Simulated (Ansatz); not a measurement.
# Br on Ta(110): change of the work function, part 3 of 3

Aim: the work function of Ta(110) at several coverages of Br (hollow site), and the dipole that each adsorbate carries.

Ansatz 0.2.0; plane-wave DFT, PBE, Ansatz PAW.

So far, work function, upper face (eV): step 2 (the clean slab) 4.77; step 3 (17 atoms, coverage 0.25 ML, cell 2x2) 4.13.

## Step 4: Adsorbate added, k-mesh 12×12×1, coverage 1 ML

System of this step: Br/Ta(110). The cell holds 5 atoms: 4 Ta and 1 Br. Cell: a = 2.867 Å, b = 2.867 Å, c = 27.460 Å, α = 90.0°, β = 90.0°, γ = 70.5°. Vacuum lies along c.

Another coverage, to see how the dipoles act on each other as their distance changes.

input.yaml

```yaml
crystal:
  lattice:
    - [2.3405234457, -1.655, 0.0]
    - [2.3405234457, 1.655, 0.0]
    - [0.0, 0.0, 27.4604676772]
  atoms:
    - { symbol: Ta, position: [0.0, 0.0, 0.3277438719] }
    - { symbol: Ta, position: [0.5, 0.5, 0.4129763404] }
    - { symbol: Ta, position: [0.0, 0.0, 0.4982961422] }
    - { symbol: Ta, position: [0.5, 0.5, 0.5802085114] }
    - { symbol: Br, position: [0.84, 0.84, 0.6722561281] }
kpoints:
  mp_grid: { grid: [12, 12, 1] }
hamiltonian:
  xc: pbe
scf:
  occupations: { method: fermi_dirac, width: 0.1 }
  convergence: { dr2_threshold: 1.0e-08 }
efield:
  axis: 3
  dipole_correction: true
  ramp_position: 0.97
  ramp_width: 0.06
relax:
  f_tol: 0.02
  max_steps: 60
  constraints: [{ sites: [0, 1] }]
output:
  write_potential: true
  write_density: true
  volumetric_format: npy
```

On the command line:

```bash
$ ansatz run input.yaml --threads 4 --pin off --max-ram 6144MiB --backend cpu --events-out ev --progress --plain --runs-dir out
```

Numbers of over 12 decimals in the logs are rounded to 6 here.

The log of the run:

```text
[...]
Crystal: 5 atoms, lattice volume = 212.740 Å³
Basis set: ecut = 420 eV, 4177 PW (Γ), exchange–correlation on 40×40×384 points (8 copies of the dense FFT grid, shifted against one another)
Bands: 36, of which v1, the nominal top of the filled ones, is band 30 counted from 1 (29 counted from 0)
Symmetry: 2 space group operations
[...]
k-points: 43 of 144 (time reversal used)
[...]
SCF iter   1: F=—  HF=-42510.577955 eV  |F-HF|=—  |Δ(HF+E_count)|=         —  Δρ=7.64e-3  dr2=4.50e0  ethr=1.77e-3  p=-0.003 e·Å  D=-2.73e-3 V/Å  ΔV_dip=0.07 eV  dr2_dipole=1.48e0  V_vac-E_F(+/−)=4.97/4.90 eV  ⟨swp⟩=8.6  Hψ=8047  notcnv=0
[...]
SCF iter   9: F=-42510.486684 eV  HF=-42510.486684 eV  |F-HF|=4.63e-9  |Δ(HF+E_count)|=   1.30e-8  Δρ=6.87e-7  dr2=1.06e-9  ethr=1.69e-11  p=0.022 e·Å  D=1.91e-2 V/Å  ΔV_dip=-0.53 eV  dr2_dipole=9.62e-11  V_vac-E_F(+/−)=4.25/4.78 eV  ⟨swp⟩=10.2  Hψ=11352  notcnv=0
SCF 1 converged in 9 iterations: F = -42510.486684 eV  dr2 = 1.06e-9
[...]
relax step   1: F+E_penalty+E_count = -42510.48668424 eV  Δ(F+E_penalty+E_count) = +0.000e0 eV  max|allowed force component| = 1.492e0 eV/Å  Δτ_max = 0.0000 Å  (9 SCF iters, accepted)
[...]
SCF iter   8: F=-42510.949566 eV  HF=-42510.949566 eV  |F-HF|=2.39e-8  |Δ(HF+E_count)|=   1.52e-7  Δρ=2.29e-6  dr2=9.09e-9  ethr=1.69e-11  p=0.045 e·Å  D=3.86e-2 V/Å  ΔV_dip=-1.06 eV  dr2_dipole=2.21e-11  V_vac-E_F(+/−)=3.72/4.78 eV  ⟨swp⟩=9.7  Hψ=13398  notcnv=0
SCF 2 converged in 8 iterations: F = -42510.949566 eV  dr2 = 9.09e-9
relax step   2: F+E_penalty+E_count = -42510.94956586 eV  Δ(F+E_penalty+E_count) = -4.629e-1 eV  max|allowed force component| = 9.523e-1 eV/Å  Δτ_max = 0.1929 Å  (8 SCF iters, accepted)
[...]
SCF iter   9: F=-42511.013312 eV  HF=-42511.013312 eV  |F-HF|=2.04e-9  |Δ(HF+E_count)|=   1.65e-8  Δρ=6.33e-7  dr2=1.98e-9  ethr=1.69e-11  p=0.069 e·Å  D=5.88e-2 V/Å  ΔV_dip=-1.62 eV  dr2_dipole=2.97e-10  V_vac-E_F(+/−)=3.16/4.77 eV  ⟨swp⟩=10.6  Hψ=11579  notcnv=0
SCF 3 converged in 9 iterations: F = -42511.013312 eV  dr2 = 1.98e-9
relax step   3: F+E_penalty+E_count = -42511.01331197 eV  Δ(F+E_penalty+E_count) = -6.375e-2 eV  max|allowed force component| = 1.254e0 eV/Å  Δτ_max = 0.1950 Å  (9 SCF iters, accepted)
[...]
relax step   4: F+E_penalty+E_count = -42511.07701030 eV  Δ(F+E_penalty+E_count) = -6.370e-2 eV  max|allowed force component| = 2.479e-1 eV/Å  Δτ_max = 0.1932 Å  (9 SCF iters, accepted)
[...]
relax step   5: F+E_penalty+E_count = -42511.08326985 eV  Δ(F+E_penalty+E_count) = -6.260e-3 eV  max|allowed force component| = 2.286e-2 eV/Å  Δτ_max = 0.0368 Å  (8 SCF iters, accepted)
SCF iter   1: F=—  HF=-42511.083486 eV  |F-HF|=—  |Δ(HF+E_count)|=         —  Δρ=4.98e-4  dr2=1.24e-3  ethr=4.67e-5  p=0.062 e·Å  D=5.24e-2 V/Å  ΔV_dip=-1.44 eV  dr2_dipole=7.65e-7  V_vac-E_F(+/−)=3.35/4.79 eV  ⟨swp⟩=2.6  Hψ=3043  notcnv=0
[...]
SCF iter   7: F=-42511.083397 eV  HF=-42511.083397 eV  |F-HF|=2.05e-9  |Δ(HF+E_count)|=   1.16e-8  Δρ=4.02e-7  dr2=3.55e-10  ethr=1.69e-11  p=0.062 e·Å  D=5.24e-2 V/Å  ΔV_dip=-1.44 eV  dr2_dipole=4.98e-14  V_vac-E_F(+/−)=3.35/4.79 eV  ⟨swp⟩=10.8  Hψ=11690  notcnv=0
SCF 6 converged in 7 iterations: F = -42511.083397 eV  dr2 = 3.55e-10
relax step   6: F+E_penalty+E_count = -42511.08339701 eV  Δ(F+E_penalty+E_count) = -1.272e-4 eV  max|allowed force component| = 2.991e-3 eV/Å  Δτ_max = 0.0103 Å  (7 SCF iters, accepted)
[...]
SCF converged after 7 iterations
Free energy (F): -42511.083397 eV
[...]
Internal energy: -42510.925537 eV  (E = F + TS)
E sigma→0 (E₀):  -42511.004467 eV
Entropy (-TS):   -0.157860 eV (-31.572 meV/atom)
Fermi energy:    5.081907 eV
Dipole field:    D = 0.052444 V/Å  (p = 0.061657 e·Å, saw-weighted, corrected)
Work function:   Φ+ = 3.3487 eV   Φ− = 4.7889 eV
[...]
--- Forces (eV/Å), atoms counted from 1 ---
  atom   1  Ta     0.01576218    -0.00000000     0.32834020
  atom   2  Ta    -0.01908216     0.00000000    -0.32779879
  atom   3  Ta     0.00048330     0.00000000    -0.00090907
  atom   4  Ta    -0.00015122    -0.00000000    -0.00175413
  atom   5  Br     0.00299110    -0.00000000     0.00212639
  max |Σ_I F_I| component: 4.59e-6 eV/Å
--- Band table (eV; the first three rows and the last of 43) ---
  k-point 0: bands = [... 26 lower, 4.7374, 4.7404, 4.9613, 5.4532, 5.6124, 5.9203, 6.2190, 7.3502, ... 2 higher]
  k-point 1: bands = [... 26 lower, 4.6711, 4.7420, 4.8885, 5.3965, 5.6542, 5.6945, 6.2512, 7.4059, ... 2 higher]
  k-point 2: bands = [... 26 lower, 4.4275, 4.5559, 4.7569, 5.0760, 5.1373, 6.0201, 6.3645, 7.5994, ... 2 higher]
  k-point 42: bands = [... 26 lower, 4.0247, 4.7421, 5.4210, 6.1153, 6.9929, 7.3455, 7.4449, 7.7000, ... 2 higher]
--- Relaxed structure (6 steps of the walk, 6 accepted, 0 SCFs on fresh bases) ---
  F+E_penalty+E_count = -42511.08339701 eV   max|allowed force component| = 2.991e-3 eV/Å
  atoms:
    - { symbol: Ta, position: [0.0, 0.0, 0.327744] }
    - { symbol: Ta, position: [0.5, 0.5, 0.412976] }
    - { symbol: Ta, position: [0.000746223, 0.000746223, 0.497443] }
    - { symbol: Ta, position: [0.508884, 0.508884, 0.583370] }
    - { symbol: Br, position: [0.867416, 0.867416, 0.656053] }
```

Run time: 71 s. Hardware: 4 threads of Arm Neoverse N1, shared host; peak memory 0.63 GiB; 4.7 min of CPU time.

Relaxation path:

| step | energy less that of the first step (eV) | largest force component (eV/Å) |
| --- | --- | --- |
| 1 | 0.0000 | 1.4918 |
| 2 | -0.4629 | 0.9523 |
| 3 | -0.5266 | 1.2542 |
| 4 | -0.5903 | 0.2478 |
| 5 | -0.5966 | 0.0229 |
| 6 | -0.5967 | 0.0030 |

Forces are held to the 2 operations that the run works with; a distortion that breaks them can't arise in this run.

The atoms that moved most (Å):

| atom | dx | dy | dz | length |
| --- | --- | --- | --- | --- |
| Br5 | 0.128 | 0.000 | -0.445 | 0.463 |
| Ta4 | 0.042 | 0.000 | 0.087 | 0.096 |
| Ta3 | 0.003 | 0.000 | -0.023 | 0.024 |

Final coordinates:

```cif
data_structure
_symmetry_space_group_name_H-M 'P 1'
_symmetry_Int_Tables_number 1
_cell_length_a 2.8665
_cell_length_b 2.8665
_cell_length_c 27.4605
_cell_angle_alpha 90.000
_cell_angle_beta 90.000
_cell_angle_gamma 70.529
_cell_volume 212.74
loop_
_atom_site_label
_atom_site_type_symbol
_atom_site_fract_x
_atom_site_fract_y
_atom_site_fract_z
_atom_site_occupancy
Ta1 Ta 0.00000 0.00000 0.32774 1
Ta2 Ta 0.50000 0.50000 0.41298 1
Ta3 Ta 0.00075 0.00075 0.49744 1
Ta4 Ta 0.50888 0.50888 0.58337 1
Br5 Br 0.86742 0.86742 0.65605 1
```

Numbers from this step:

| Quantity | Value |
| --- | --- |
| energy at zero smearing | -42511.0045 eV |
| work function, upper face | 3.349 eV |
| work function, lower face | 4.789 eV |
| dipole along the normal | 0.06166 e·Å |
| step between the vacuum levels | -1.440 eV |

Running mean over 2.341 Å of the planar mean; the ramp of the sawtooth is left out. Electron's electrostatic potential energy less the Fermi level against z:

| z (Å) | electron's electrostatic potential energy less the Fermi level (eV) |
| --- | --- |
| 3.5 | 4.79 |
| 4.0 | 4.79 |
| 4.5 | 4.78 |
| 5.0 | 4.77 |
| 5.5 | 4.73 |
| 6.0 | 4.60 |
| 6.5 | 4.19 |
| 7.0 | 2.96 |
| 7.5 | -0.259 |
| 8.0 | -5.20 |
| 8.5 | -8.88 |
| 9.0 | -10.1 |
| 9.5 | -10.1 |
| 10.0 | -10.1 |
| 10.5 | -10.0 |
| 11.0 | -9.99 |
| 11.5 | -10.00 |
| 12.0 | -10.1 |
| 12.5 | -10.1 |
| 13.0 | -10.0 |
| 13.5 | -9.94 |
| 14.0 | -9.87 |
| 14.5 | -9.83 |
| 15.0 | -9.91 |
| 15.5 | -10.3 |
| 16.0 | -10.9 |
| 16.5 | -12.2 |
| 17.0 | -13.2 |
| 17.5 | -11.8 |
| 18.0 | -9.48 |
| 18.5 | -7.77 |
| 19.0 | -4.36 |
| 19.5 | 0.119 |
| 20.0 | 2.66 |
| 20.5 | 3.21 |
| 21.0 | 3.32 |
| 21.5 | 3.34 |
| 22.0 | 3.35 |
| 22.5 | 3.35 |
| 23.0 | 3.35 |
| 23.5 | 3.35 |
| 24.0 | 3.35 |

The relaxation took 6 steps and lowered the energy by 0.60 eV; the largest force on the free atoms ends at 0.0030 eV/Å.

The covered face has 3.35 eV, -1.42 eV against the clean one; the bare back face has moved by -0.03 eV, a measure of how thin the slab is.

## Step 5: Work function against coverage

This step: plane-wave DFT, PBE, Ansatz PAW; work function against coverage (Ansatz 0.2.0).

The runs are now put side by side.

This step gave:

```
work function of the clean face     : 4.767 eV
largest change of the work function : -1.418 eV
```

Table of work function of the covered face by coverage:

| coverage (adsorbates/nm²) | work function of the covered face (eV) |
| --- | --- |
| 0.00 | 4.77 |
| 3.23 | 4.13 |
| 12.91 | 3.35 |

The dipole per adsorbate comes from the change of the cell's dipole. Coverage, by row:

| coverage (1/nm²) | coverage (ML) | work function (eV) | change (eV) | dipole per adsorbate, positive end outwards (debye) | mean height of the added atoms over the highest substrate atom (Å) |
| --- | --- | --- | --- | --- | --- |
| 3.227 | 0.25 | 4.127 | -0.64 | 0.517 | 1.982 |
| 12.91 | 1 | 3.349 | -1.418 | 0.286 | 1.996 |

## Step 6: Summary of results

- work function of the clean face: 4.77 eV
- work function at 0.25 ML: 4.13 eV
- work function at 1 ML: 3.35 eV
- dipole per adsorbate at 0.25 ML, positive end outwards: 0.52 D

What this shows: Br lowers the work function of Ta(110) at the lowest coverage, by 0.64 eV: the adsorbate layer has its positive end outwards. An electronegative adsorbate that lowers the work function shows that charge transfer alone doesn't fix the sign: the pushed-back electron tail of the metal and the adsorbate's own polarisation count too. At the highest coverage the adsorbates are pressed to about 2.9 Å, closer than unbonded atoms of this kind usually come, so a real layer may not reach it. The slab has 4 layers, at the tabulated experimental lattice constant, one starting site was run, and quantum-size effects of a slab this thin can reach one or two tenths of an eV.

[Logs are printed without paths, hosts, clocks, repeated set-up lines and the standing remarks that a program may print on its own settings, such as how far it seeks lower states.]

[Hosts, paths, dates, database ids (printed as entryN), source tags and the programs' standing remarks are cut or masked in the printed files.]

[Maps of the electrostatic potential energy from Ansatz leave out the sawtooth potential of an applied field or a dipole correction, so their vacuum need not be flat; planar profiles and work functions include it.]
